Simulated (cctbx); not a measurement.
# SiSnIr with cctbx, script by script

Library: cctbx 2025.11. The data are simulated by the first script.

## 1. Simulate the data

run.py:

```python
from cctbx import adptbx, crystal, miller, sgtbx, xray
from cctbx.array_family import flex
from iotbx.shelx import hklf
from scitbx import matrix
import scitbx.random

cs = crystal.symmetry(unit_cell=(7.076, 4.178, 6.73, 90, 90, 90), space_group_symbol='Hall: -P 2ac 2n')  # Pnma
atoms = [  # label, site, U (iso, or U11 U22 U33 U12 U13 U23 in A^2), occupancy
    ("Ir1", (0.3582, 0.75, 0.5715), (0.0048, 0.0073, 0.0078, 0.0000, -0.0011, 0.0000), 1),
    ("Sn1", (0.0156, 0.75, 0.3233), (0.0085, 0.0073, 0.0087, 0.0000, -0.0001, 0.0000), 1),
    ("Si1", (0.6923, 0.75, 0.6051), (0.0124, 0.0106, 0.0084, 0.0000, 0.0042, 0.0000), 1),
]
xs = xray.structure(crystal_symmetry=cs)
for label, site, u, occ in atoms:
    u = adptbx.u_cif_as_u_star(cs.unit_cell(), u) if isinstance(u, tuple) else u
    xs.add_scatterer(xray.scatterer(label, site=site, u=u, occupancy=occ))
xs.set_inelastic_form_factors(0.71073, "sasaki")
xs.show_summary()
p1 = xs.expand_to_p1()
ms = miller.build_set(p1, anomalous_flag=True, d_min=0.8)
flex.set_random_seed(304489)
scitbx.random.set_random_seed(304489)
ms = ms.select(flex.random_double(ms.size()) < 0.95)
i = ms.structure_factors_from_scatterers(p1, algorithm="direct").f_calc().as_intensity_array().data()
i = i / flex.sqrt(1 + 0.3 * i / flex.max(i))  # extinction
i = i * 40000 / flex.max(i)
sig = flex.sqrt(i + flex.pow2(0.02 * i) + 2 ** 2)
noise = scitbx.random.variate(scitbx.random.normal_distribution())(i.size())
data = ms.array(data=i + sig * noise, sigmas=sig).set_observation_type_xray_intensity()
with open("data.hkl", "w") as f:
    data.export_as_shelx_hklf(f)
print("reflections written:", data.size(), " <I/sigma> = %.1f" % flex.mean(data.data() / data.sigmas()))
for h, a, b in list(data.sort("data"))[:12]:
    print("%4d%4d%4d %9.1f %7.1f" % (h + (a, b)))
```

```console
$ python run.py
```

```text
Number of scatterers: 3
At special positions: 3
Unit cell: (7.076, 4.178, 6.73, 90, 90, 90)
Space group: P n m a (No. 62)
reflections written: 1555  <I/sigma> = 25.5
   0   2   0   40619.7   824.6
   0  -2   0   39457.4   824.6
   0  -1  -3   20367.3   420.2
  -3   0   1   20004.7   421.5
   0   1   3   19839.6   420.2
   0   1  -3   19563.5   420.2
  -3   1   4   19455.0   402.9
   0  -1   3   19294.6   420.2
   3   0   1   19278.3   421.5
  -3   0  -1   19224.4   421.5
   3   0  -1   19190.5   421.5
  -3  -1   4   19113.7   402.9
```

Run time: 0.47 s on 1 thread of Arm Neoverse N1 (shared host), peak memory 0.07 GiB.

## 2. Symmetry

run.py:

```python
from cctbx import crystal, sgtbx, statistics
from cctbx.array_family import flex
from iotbx.shelx import hklf

p1 = crystal.symmetry(unit_cell=(7.076, 4.178, 6.73, 90, 90, 90), space_group_symbol="P 1")
raw = hklf.reader(file_name="data.hkl").as_miller_arrays(crystal_symmetry=p1, anomalous=True)[0]
print(raw.size(), "reflections to d = %.3f A" % raw.d_min())
isig = raw.data() / raw.sigmas()
print("centring   violations  <I/sigma> of those")
best = "P"
for c in "ABCIRF":
    a = raw.customized_copy(space_group_info=sgtbx.space_group_info("Hall: %s 1" % c)).sys_absent_flags().data()
    m = flex.mean(isig.select(a))
    print("%5s %10d of %5d %8.1f" % (c, (isig.select(a) > 4).count(True), a.count(True), m))
    if (isig.select(a) > 4).count(True) < 0.01 * a.count(True):
        best = c
raw = raw.select(~raw.customized_copy(space_group_info=sgtbx.space_group_info("Hall: %s 1" % best)).sys_absent_flags().data())
isig = raw.data() / raw.sigmas()
rows = []
for s in sgtbx.space_group_symbol_iterator():
    g = sgtbx.space_group(s)
    if g.conventional_centring_type_symbol() != best or not g.is_compatible_unit_cell(p1.unit_cell(), 1e-3, 0.02):
        continue
    rows.append((s, g))
print("Laue class    unique    Rint  (classes that these axes allow; Friedel mates merged)")
rint = {}
for s, g in rows:
    laue = g.build_derived_patterson_group()
    key = laue.type().hall_symbol()
    if key not in rint:
        m = raw.customized_copy(space_group_info=laue.info(), anomalous_flag=False).merge_equivalents()
        rint[key] = m.r_int()
        print("%-14s %6d %7.3f" % (laue.type().lookup_symbol(), m.array().size(), m.r_int()))
floor = min(rint.values())
good = [(s, g) for s, g in rows if rint[g.build_derived_patterson_group().type().hall_symbol()] < 2 * floor + 0.03]
top = max(g.build_derived_patterson_group().order_z() for s, g in good)
print("space group    extra absences  I>4sigma  <I/sigma>")
for s, g in good:
    laue = g.build_derived_patterson_group()
    if laue.order_z() != top:
        continue
    a = raw.customized_copy(space_group_info=g.info()).sys_absent_flags().data()
    a &= ~raw.customized_copy(space_group_info=laue.info()).sys_absent_flags().data()
    bad = (isig.select(a) > 4).count(True)
    if bad <= 0.03 * a.count(True):
        print("%-16s %8d %10d %9s  %s" % (s.universal_hermann_mauguin(), a.count(True), bad, "%.1f" % flex.mean(isig.select(a)) if a.count(True) else "-", "centric" if g.is_centric() else "acentric"))
laue = max(good, key=lambda t: t[1].build_derived_patterson_group().order_z())[1].build_derived_patterson_group()
f = raw.customized_copy(space_group_info=laue.info(), anomalous_flag=False).merge_equivalents().array().eliminate_sys_absent().f_sq_as_f()
f.set_observation_type_xray_amplitude()
bins = max(3, min(8, f.size() // 12))
f.setup_binner(n_bins=bins)
w = statistics.wilson_plot(f, {e: n / laue.order_z() for e, n in {'Ir': 4.0, 'Sn': 4.0, 'Si': 4.0}.items()}, e_statistics=True)
print("Wilson B = %.2f A^2   <|E^2-1|> = %.3f (0.968 centric, 0.736 acentric)   E^2>4: %.1f %%" % (w.wilson_b, w.mean_e_sq_minus_1, w.percent_e_sq_gt_2))
print("shell (A)         n   <I/sigma>")
m = raw.customized_copy(space_group_info=laue.info(), anomalous_flag=False).merge_equivalents().array().eliminate_sys_absent()
for b in m.setup_binner(n_bins=bins).range_used():
    sel = m.binner().selection(b)
    print("%5.2f - %4.2f %6d %8.1f" % (min(m.binner().bin_d_range(b)[0] if m.binner().bin_d_range(b)[0] > 0 else 99, 99), m.binner().bin_d_range(b)[1], sel.count(True), flex.mean((m.data() / m.sigmas()).select(sel))))
```

```console
$ python run.py
```

```text
1555 reflections to d = 0.800 A
centring   violations  <I/sigma> of those
    A        660 of   790     25.0
    B        682 of   800     24.7
    C        708 of   792     26.7
    I        648 of   781     23.4
    R        889 of  1022     25.8
    F       1025 of  1191     25.5
Laue class    unique    Rint  (classes that these axes allow; Friedel mates merged)
P -1              811   0.014
P 1 2/m 1         467   0.017
P 1 1 2/m         447   0.017
P 2/m 1 1         445   0.017
P m m m           273   0.018
space group    extra absences  I>4sigma  <I/sigma>
P 2 2 2                 0          0         -  acentric
P 2 2 21                8          0       0.0  acentric
P 21 2 2                7          0       0.2  acentric
P 2 21 2                6          0      -0.8  acentric
P 21 21 2              13          0      -0.3  acentric
P 2 21 21              14          0      -0.3  acentric
P 21 2 21              15          0       0.1  acentric
P 21 21 21             21          0      -0.2  acentric
P m m 2                 0          0         -  acentric
P 2 m m                 0          0         -  acentric
P m 2 m                 0          0         -  acentric
P 21 m a               66          0       0.1  acentric
P m 2 a                66          0       0.1  acentric
P n m 21               70          0      -0.0  acentric
P n 21 m               70          0      -0.0  acentric
P n 21 a              136          0       0.0  acentric
P m m m                 0          0         -  centric
P m m a                66          0       0.1  centric
P n m m :1             70          0      -0.0  centric
P n m m :2             70          0      -0.0  centric
P n m a               136          0       0.0  centric
Wilson B = 0.55 A^2   <|E^2-1|> = 0.787 (0.968 centric, 0.736 acentric)   E^2>4: 1.2 %
shell (A)         n   <I/sigma>
 7.08 - 1.60     43     54.1
 1.60 - 1.27     39     57.7
 1.27 - 1.11     32     53.8
 1.11 - 1.01     32     53.5
 1.01 - 0.94     36     58.3
 0.94 - 0.88     25     53.0
 0.88 - 0.84     31     56.6
 0.84 - 0.80     35     53.5
```

Time: 0.6 s.

## 3. Charge flipping

run.py:

```python
import itertools
from cctbx import crystal, maptbx
from cctbx.array_family import flex
from iotbx.shelx import hklf
from smtbx.ab_initio import charge_flipping as cf

cs = crystal.symmetry(unit_cell=(7.076, 4.178, 6.73, 90, 90, 90), space_group_symbol='Hall: -P 2ac 2n')  # Pnma
raw = hklf.reader(file_name="data.hkl").as_miller_arrays(crystal_symmetry=cs, anomalous=True)[0]
merged = raw.eliminate_sys_absent().merge_equivalents()
fo2 = merged.array().set_observation_type_xray_intensity()
f = fo2.average_bijvoet_mates().f_sq_as_f().resolution_filter(d_min=0.9)
p1 = f.expand_to_p1()
p1.setup_binner_counting_sorted(reflections_per_bin=max(40, p1.size() // 12))
work = p1.array(data=p1.data() / p1.amplitude_quasi_normalisations().data())
flex.set_random_seed(18377)
it = cf.weak_reflection_improved_iterator(delta=None, weak_reflection_fraction=0.1)
it.start(work, phases=flex.random_double(p1.size()) * 6.2832, f_000=0)
it.delta = 1 * it.rho_map.sigma()
print("cycle      R  skewness")
for n, st in enumerate(itertools.islice(it, 150)):
    if n % 12 == 0:
        print("%5d %6.3f %8.2f" % (n, st.r1_factor(), st.rho_map.skewness()))
rho = p1.phase_transfer(it.f_calc).fft_map().apply_volume_scaling()
polish = cf.low_density_elimination_iterator(constant_rho_c=rho.sigma())
polish.start(f_obs=p1, phases=it.f_calc, f_000=0)
for _ in range(8):
    next(polish)
print("origin shift          correlation  skewness")
maps = []
for fc, shift, cc in itertools.islice(cf.f_calc_symmetrisations(f, polish.f_calc, 0), 4):
    m = f.phase_transfer(fc).fft_map(symmetry_flags=maptbx.use_space_group_symmetry, resolution_factor=0.25).apply_sigma_scaling()
    maps.append((m.skewness(), cc, m))
    print("%6.3f %6.3f %6.3f %10.3f %9.2f" % (tuple(shift) + (cc, m.skewness())))
skew, cc, m = max((t for t in maps if t[1] > maps[0][1] - 0.04), key=lambda t: t[0])
print("taken: symmetry correlation %.3f, skewness %.2f" % (cc, skew))
peaks = m.peak_search(parameters=maptbx.peak_search_parameters(min_distance_sym_equiv=0.9, max_clusters=8)).all()
sps = cs.special_position_settings(min_distance_sym_equiv=0.5)
print("peak      x       y       z  mult  height/sigma")
for k, (x, h) in enumerate(zip(peaks.sites(), peaks.heights())):
    ss = sps.site_symmetry(x)
    print("Q%-3d %7.4f %7.4f %7.4f %4d %8.1f" % ((k + 1,) + tuple(t % 1 for t in ss.exact_site()) + (ss.multiplicity(), h)))
```

```console
$ python run.py
```

```text
cycle      R  skewness
    0  0.592     0.15
   12  0.431     1.53
   24  0.454     2.33
   36  0.448     2.56
   48  0.420     3.00
   60  0.465     2.90
   72  0.432     2.96
   84  0.460     2.94
   96  0.441     3.13
  108  0.448     3.48
  120  0.461     3.57
  132  0.455     3.58
  144  0.476     3.19
origin shift          correlation  skewness
 0.014  0.310  0.337      0.786      1.66
 0.363  0.316  0.324      0.785      1.04
 0.344  0.249  0.251      0.765      0.50
 0.197  0.322  0.327      0.757      1.41
taken: symmetry correlation 0.786, skewness 1.66
peak      x       y       z  mult  height/sigma
Q1    0.0011  0.2500  0.0437    4      7.6
Q2    0.1585  0.7500  0.3236    4      6.2
Q3    0.1231  0.7500  0.7925    4      5.0
Q4    0.0522  0.2500  0.6033    4      4.3
Q5    0.2235  0.2500  0.6599    4      3.2
Q6    0.2136  0.0972  0.0770    8      2.4
Q7    0.1800  0.2500  0.4613    4      2.2
Q8    0.1008  0.2500  0.2102    4      2.2
```

Time: 0.51 s.

## 4. Refinement (model from the peaks)

run.py:

```python
import math
from cctbx import adptbx, crystal, maptbx, sgtbx, xray
from cctbx.array_family import flex
from cctbx.xray import observations
from iotbx.shelx import hklf
from scitbx.lstbx import normal_eqns_solving
from smtbx import absolute_structure, utils
from smtbx.refinement import constraints, least_squares

cs = crystal.symmetry(unit_cell=(7.076, 4.178, 6.73, 90, 90, 90), space_group_symbol='Hall: -P 2ac 2n')  # Pnma
atoms = [  # label, site, U (iso, or U11 U22 U33 U12 U13 U23 in A^2), occupancy
    ("Sn1", (0.0011, 0.25, 0.0437), 0.0200, 1),
    ("Ir1", (0.1585, 0.75, 0.3236), 0.0200, 1),
    ("Si1", (0.1231, 0.75, 0.7925), 0.0200, 1),
]
xs = xray.structure(crystal_symmetry=cs)
for label, site, u, occ in atoms:
    u = adptbx.u_cif_as_u_star(cs.unit_cell(), u) if isinstance(u, tuple) else u
    xs.add_scatterer(xray.scatterer(label, site=site, u=u, occupancy=occ))
xs.set_inelastic_form_factors(0.71073, "sasaki")
raw = hklf.reader(file_name="data.hkl").as_miller_arrays(crystal_symmetry=cs, anomalous=True)[0]
merged = raw.eliminate_sys_absent().merge_equivalents()
fo2 = merged.array().set_observation_type_xray_intensity()
print("Rint %.3f, %d unique reflections to %.2f A" % (merged.r_int(), fo2.size(), fo2.d_min()))
for sc in xs.scatterers():
    sc.flags.set_grad_site(True)
    sc.flags.set_grad_u_aniso(sc.flags.use_u_aniso())
    sc.flags.set_grad_u_iso(sc.flags.use_u_iso())
obs = fo2.as_xray_observations()
extra = {}
rep = constraints.reparametrisation(xs, [], utils.connectivity_table(xs), **extra)
ls = least_squares.crystallographic_ls(obs, rep, weighting_scheme=least_squares.mainstream_shelx_weighting(a=0, b=0))
print("cycle     R1     wR2    GooF  max shift (A)")
for cycle in range(6):
    ls.build_up()
    r1, wr2, goof = ls.r1_factor(cutoff_factor=2)[0], ls.wR2(), ls.goof()
    old = xs.sites_cart()
    normal_eqns_solving.levenberg_marquardt_iterations(ls, n_max_iterations=3, tau=0.0001, step_threshold=1e-7)
    big = flex.max((xs.sites_cart() - old).norms())
    print("%4d %7.4f %7.4f %7.3f %9.5f" % (cycle + 1, r1, wr2, goof, big))
    ls.build_up(objective_only=True)
    if abs(ls.wR2() - wr2) < 5e-5 and big < 5e-4:
        break
ls.build_up()
print("final R1 %.4f wR2 %.4f GooF %.3f  parameters %d  data/parameter %.1f" % (ls.r1_factor(cutoff_factor=2)[0], ls.wR2(), ls.goof(), ls.n_parameters, fo2.size() / ls.n_parameters))
cov = ls.covariance_matrix_and_annotations()
su = dict(zip(cov.annotations, (math.sqrt(max(v, 0)) for v in cov.matrix.matrix_packed_u_diagonal())))
a2 = cs.unit_cell().reciprocal_parameters()[0] ** -2
print("atom        x        y        z      Ueq    occ   su(xyz)  su(Uiso or U11)")
for sc in xs.scatterers():
    s = max(su.get(sc.label + k, 0) for k in (".x", ".y", ".z"))
    npd = "" if sc.is_positive_definite_u(cs.unit_cell()) else "  NPD"
    print("%-5s %8.5f %8.5f %8.5f %8.4f %6.3f %8.5f %7.4f%s" % ((sc.label,) + sc.site + (sc.u_iso_or_equiv(cs.unit_cell()), sc.occupancy, s, su.get(sc.label + ".uiso", su.get(sc.label + ".u11", 0) * a2), npd)))
fo = fo2.f_sq_as_f()
fc = fo.structure_factors_from_scatterers(xs, algorithm="direct").f_calc()
diff = fo.f_obs_minus_f_calc(1 / math.sqrt(ls.scale_factor()), fc).average_bijvoet_mates()
m = diff.fft_map(symmetry_flags=maptbx.use_space_group_symmetry, resolution_factor=0.25).apply_volume_scaling()
print("difference map: max %.2f min %.2f rms %.2f" % (m.statistics().max(), m.statistics().min(), m.statistics().sigma()))
peaks = m.peak_search(parameters=maptbx.peak_search_parameters(min_distance_sym_equiv=0.6, max_clusters=5)).all()
near = xs.closest_distances(peaks.sites(), distance_cutoff=4)
sps = cs.special_position_settings(min_distance_sym_equiv=0.5)
for k, (x, h) in enumerate(zip(peaks.sites(), peaks.heights())):
    ss = sps.site_symmetry(x)
    print("Q%-3d %7.4f %7.4f %7.4f %4d %7.2f  %.2f A from %s" % ((k + 1,) + tuple(t % 1 for t in ss.exact_site()) + (ss.multiplicity(), h, near.smallest_distances[k], xs.scatterers()[near.i_seqs[k]].label)))
```

```console
$ python run.py
```

```text
Rint 0.018, 231 unique reflections to 0.80 A
cycle     R1     wR2    GooF  max shift (A)
   1  0.7756  0.9606  71.274   0.22255
   2  0.5641  0.8627  64.009   0.11504
   3  0.5739  0.8684  64.430   0.69797
   4  0.6307  0.8973  66.576   1.12170
   5  0.6356  0.9059  67.214   0.26109
   6  0.7296  0.9462  70.208   0.84102
final R1 0.6543 wR2 0.9153 GooF 67.915  parameters 9  data/parameter 25.7
atom        x        y        z      Ueq    occ   su(xyz)  su(Uiso or U11)
Sn1    0.00916  0.25000  0.07385   0.0197  1.000  0.01213  0.0219
Ir1    0.14038  0.75000  0.32497   0.0099  1.000  0.00681  0.0089
Si1    0.10466  0.75000  0.82700   0.0774  1.000  0.11845  0.1355
difference map: max 400.65 min -171.45 rms 33.60
Q1    0.1424  0.7500  0.3195    4  419.00  0.04 A from Ir1
Q2    0.0173  0.2500  0.0734    4  353.54  0.06 A from Sn1
Q3    0.1416  0.7500  0.5446    4  164.22  1.48 A from Ir1
Q4    0.1336  0.7500  0.8140    4   97.57  0.22 A from Si1
Q5    0.1104  0.2500  0.9433    4   90.73  1.13 A from Sn1
```

Time: 0.89 s.

Figures of merit this high mean that the model is still wrong or incomplete.

## 5. Charge flipping

run.py, as its changes from the last script of this kind:

```diff
@@ -13,3 +13,2 @@
-p1.setup_binner_counting_sorted(reflections_per_bin=max(40, p1.size() // 12))
-work = p1.array(data=p1.data() / p1.amplitude_quasi_normalisations().data())
-flex.set_random_seed(18377)
+work = p1
+flex.set_random_seed(18378)
@@ -20,2 +19,2 @@
-for n, st in enumerate(itertools.islice(it, 150)):
-    if n % 12 == 0:
+for n, st in enumerate(itertools.islice(it, 300)):
+    if n % 25 == 0:
```

```console
$ python run.py
```

```text
cycle      R  skewness
    0  0.574     0.25
   25  0.337     4.28
   50  0.327     3.88
   75  0.370     3.83
  100  0.364     3.82
  125  0.356     4.12
  150  0.322     3.85
  175  0.324     3.95
  200  0.337     4.00
  225  0.316     4.00
  250  0.331     3.88
  275  0.324     3.84
origin shift          correlation  skewness
 0.249  0.409  0.136      0.831      1.20
 0.092  0.406  0.139      0.833      1.78
 0.092  0.401 -0.006      0.811      1.10
 0.256  0.429  0.384      0.780      1.66
taken: symmetry correlation 0.833, skewness 1.78
peak      x       y       z  mult  height/sigma
Q1    0.1519  0.7500  0.0660    4      7.9
Q2    0.9969  0.2500  0.2960    4      6.1
Q3    0.9872  0.2500  0.5937    4      3.8
Q4    0.0450  0.0893  0.4333    8      3.0
Q5    0.1407  0.7500  0.5842    4      2.8
Q6    0.2210  0.2500  0.2234    4      2.3
Q7    0.2051  0.2500  0.9257    4      1.9
Q8    0.1371  0.2500  0.6718    4      1.8
```

Time: 0.56 s.

## 6. Refinement (model from the peaks)

run.py, as its changes from the last script of this kind:

```diff
@@ -12,3 +12,3 @@
-    ("Sn1", (0.0011, 0.25, 0.0437), 0.0200, 1),
-    ("Ir1", (0.1585, 0.75, 0.3236), 0.0200, 1),
-    ("Si1", (0.1231, 0.75, 0.7925), 0.0200, 1),
+    ("Sn1", (0.1519, 0.75, 0.066), 0.0200, 1),
+    ("Ir1", (0.9969, 0.25, 0.296), 0.0200, 1),
+    ("Si1", (0.9872, 0.25, 0.5937), 0.0200, 1),
```

```console
$ python run.py
```

```text
Rint 0.018, 231 unique reflections to 0.80 A
cycle     R1     wR2    GooF  max shift (A)
   1  0.7969  0.9698  71.953   0.17473
   2  0.6930  0.9298  68.987   0.11331
   3  0.7934  0.9666  71.719   0.10774
   4  0.7916  0.9662  71.690   0.05189
   5  0.7891  0.9649  71.596   0.41612
   6  0.6462  0.9111  67.598   0.60478
final R1 0.6073 wR2 0.8836 GooF 65.562  parameters 9  data/parameter 25.7
atom        x        y        z      Ueq    occ   su(xyz)  su(Uiso or U11)
Sn1    0.14008  0.75000  0.07151   0.0001  1.000  0.00746  0.0115
Ir1    1.01664  0.25000  0.32194   0.0001  1.000  0.00324  0.0071
Si1    0.99625  0.25000  0.73383   0.0195  1.000  0.03996  0.0317
difference map: max 469.85 min -112.32 rms 32.96
Q1    0.1443  0.7500  0.0709    4  490.15  0.03 A from Sn1
Q2    0.0189  0.2500  0.3232    4  289.17  0.02 A from Ir1
Q3    0.2222  0.2500  0.1787    4   85.55  1.75 A from Ir1
Q4    0.1878  0.2500  0.6386    4   76.36  1.30 A from Sn1
Q5    0.0257  0.7500  0.4773    4   75.31  1.38 A from Ir1
```

Run time: 0.85 s on 1 thread of Arm Neoverse N1, on a shared host, peak memory 0.09 GiB.

Figures of merit this high mean that the model is still wrong or incomplete.

[Logs are printed without paths, hosts, clocks, repeated set-up lines and the standing remarks that a program may print on its own settings, such as how far it seeks lower states.]
